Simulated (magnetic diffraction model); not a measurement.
# FeSBr7 below its ordering temperature

Space group Pc (no. 7), a = 6.5400 Å, b = 6.5340 Å, c = 14.3630 Å, β = 100.52°.

```
site  atom       x       y       z
  2a    Br  0.1266  0.8711  0.0387
  2a    Br  0.7302  0.8892  0.1781
  2a    Br  0.8024  0.3020  0.0382
  2a    Br  0.9439  0.3933  0.3169
  2a    Br  0.3660  0.3818  0.1684
  2a    Br  0.4984  0.3454  0.4388
  2a    Br  0.3225  0.8589  0.3224
  2a    Fe  0.2893  0.4923  0.3098
  2a     S  0.9951  0.0742  0.1483
```

This is a made-up structure (elements placed in a structure type, unrelaxed), so the numbers test the method and describe no known phase.

Only Fe is taken to order (form factors of Fe3+); orders and moment sizes are assumed, and not adapted to the symmetry. Radiation: neutrons of λ = 1.8 Å, 3° to 30°; isotropic B of 0.36 Å² (Br), 0.39 Å² (Fe) and 0.41 Å² (S). Simulated constant-wavelength pattern: nuclear and magnetic terms add, the magnetic one as |2.695 fm × Σ f S⊥ exp(2πi Q·r) exp(−B s²)|², summed over all Q at one angle with the factor 1/(sin²θ cos θ). For collinear order S is the moment m, which repeats by lattice and centring translations R with the sign exp(−2πi k·R). Free-ion form factors, Sears's scattering lengths of 1992, no absorption; a label names one of the reflections at its angle. The strongest nuclear line in the range is 100, and lines under 0.2 are left out.

Above the ordering temperature:

```csv
2θ (°),index,I
14.65,(0 0 2),21.4
15.83,(0 1 0),27.5
16.09,(1 0 0),30.8
17.46,(0 1 1),8.0
19.72,(1 0 -2),58.7
21.63,(0 1 2),75.2
22.65,(1 1 0),33.2
22.89,(1 1 -1),9.2
23.75,(1 0 2),30.2
24.74,(1 1 1),1.0
25.39,(1 1 -2),11.9
27.26,(0 1 3),13.7
28.68,(1 1 2),100.0
29.54,(0 0 4),16.8
29.62,(1 1 -3),35.5
```

Below it (cell unchanged):

```csv
2θ (°),I
11.39,94.9
12.30,58.9
14.65,21.4
14.69,45.1
15.83,27.5
16.09,30.8
16.75,16.1
17.46,8.0
19.72,58.7
20.27,17.1
21.63,75.2
22.65,33.2
22.81,6.0
22.89,9.2
23.75,30.2
24.74,1.0
25.15,16.4
25.25,15.1
25.39,11.9
25.69,13.9
26.01,16.2
26.43,11.9
26.80,6.9
26.95,11.9
27.26,13.7
28.16,8.4
28.68,100.0
28.84,12.0
29.54,16.8
29.56,2.5
29.61,6.5
29.62,35.5
```

**Question.** Find the propagation vector, then choose among these models:
A. collinear moments along [111], 4.81 μB on Fe; signs + at (0.2893, 0.4923, 0.3098), + at (0.2893, 0.5077, 0.8098)
B. collinear moments along [110], 4.81 μB on Fe; signs + at (0.2893, 0.4923, 0.3098), + at (0.2893, 0.5077, 0.8098)
C. collinear moments along [110], 4.81 μB on Fe; signs + at (0.2893, 0.4923, 0.3098), − at (0.2893, 0.5077, 0.8098)
D. collinear moments along [111], 4.81 μB on Fe; signs + at (0.2893, 0.4923, 0.3098), − at (0.2893, 0.5077, 0.8098)

The new lines index as (1/2 1/2 -1/2) at 11.39°, (1/2 1/2 1/2) at 12.30°, (1/2 1/2 -3/2) at 14.69° and (1/2 1/2 3/2) at 16.75°, that is as H ± k with k = (1/2 1/2 1/2). Half indices mean that the moments reverse under translations with k·R a half-integer, and the magnetic cell has twice the primitive volume.

Magnetic intensity, observed (below minus above) and for each model:

| 2θ (°) | index | observed | A | B | C | D |
| --- | --- | --- | --- | --- | --- | --- |
| 11.39 | (1/2 1/2 -1/2) | 94.9 | 94.9 | 51.1 | 55.9 | 94.9 |
| 12.30 | (1/2 1/2 1/2) | 58.9 | 58.9 | 53.3 | 49.8 | 56.5 |
| 16.75 | (1/2 1/2 3/2) | 16.1 | 16.1 | 34.7 | 35.6 | 17.4 |
| 20.27 | (1/2 1/2 -5/2) | 17.1 | 17.1 | 24.9 | 25.3 | 16.5 |
| 22.81 | (1/2 1/2 5/2) | 6.0 | 6.0 | 19.9 | 19.7 | 5.5 |
| 25.15 | (3/2 1/2 -1/2) | 16.4 | 16.4 | 8.7 | 9.2 | 16.5 |
| 26.01 | (3/2 1/2 -3/2) | 16.2 | 16.2 | 9.0 | 8.6 | 16.2 |
| 29.56 | (1/2 1/2 7/2) | 2.5 | 2.5 | 11.1 | 11.2 | 2.7 |

Model A matches.

The structure used: k = (1/2 1/2 1/2), collinear moments along [111], 4.81 μB on Fe; signs + at (0.2893, 0.4923, 0.3098), + at (0.2893, 0.5077, 0.8098).

[Logs are printed without paths, hosts, clocks, repeated set-up lines and the standing remarks that a program may print on its own settings, such as how far it seeks lower states.]
